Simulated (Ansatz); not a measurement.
Consider Ga2AsP (zincblende [001] superlattice).

The cell holds 16 atoms: 8 Ga, 4 As and 4 P. Its edges and angles: a = 3.927 Å, b = 3.927 Å, c = 22.153 Å, α = 90.0°, β = 90.0°, γ = 90.0°. It derives from GaAs. Regions: GaAs, 8 atoms (4 Ga and 4 As); GaP, 8 atoms (4 Ga and 4 P). The structure's axis is c.

```xyz
16
Lattice="3.9267 0.0000 0.0000 0.0000 3.9267 0.0000 0.0000 0.0000 22.1528" Properties=species:S:1:pos:R:3 pbc="T T T"
Ga    0.0000    0.0000    0.6644
As    1.9634    0.0000    2.1005
Ga    1.9634    1.9634    3.5347
As    0.0000    1.9634    4.9712
Ga    0.0000    0.0000    6.4078
As    1.9634    0.0000    7.8443
Ga    1.9634    1.9634    9.2808
As    0.0000    1.9634   10.7150
Ga    0.0000    0.0000   12.1511
P     1.9634    0.0000   13.4843
Ga    1.9634    1.9634   14.8190
P     0.0000    1.9634   16.1515
Ga    0.0000    0.0000   17.4842
P     1.9634    0.0000   18.8168
Ga    1.9634    1.9634   20.1493
P     0.0000    1.9634   21.4840
```

The structure was relaxed with PBEsol. The runs that relaxed it are not among those shown.

Gaps computed with Ansatz 0.2.0 without a self-energy: PBEsol 1.00 eV and PBEsol+SOC 0.91 eV.

Q: Estimate the G0W0@PBEsol gap with 4×4×1 mesh, 662 empty bands, screening to 90 eV, PAW set soft_1 files.

About 1.63 eV: on its mesh the run moves the gap from 0.99 eV by +0.64 eV. A band edge moves to another state on the way. Spin-orbit coupling is not in that value; its −0.09 eV at the PBEsol level would bring it to about 1.54 eV. Bands and cutoff are finite, so the gap is not at the basis limit. The miss can reach some tenths of an eV and take either sign; the mesh is an error of its own. The 4×4×1 mesh is coarse for this cell (its supercell is 16 Å along the shortest edge). The RPA ε∞ on it, from the PBEsol start, is 18.94 and 23.26; such meshes misread the long-range screening, most where the gap is narrow. The many-body steps are scalar-relativistic: spin-orbit coupling is not in them.

[Paths, hosts, dates, memory and timing lines, banners, echoed tables and standing remarks are left out of the program output.]

[Logs are printed without paths, hosts, clocks, repeated set-up lines and the standing remarks that a program may print on its own settings, such as how far it seeks lower states.]

[Runs of the session that timed out or met a known fault of the program may be left out.]

[Cells called generated may have been cut or substituted from an entry of the Crystallography Open Database or the Materials Project.]

[Hosts, paths, dates, database ids (printed as entryN), source tags and the programs' standing remarks are cut or masked in the printed files.]
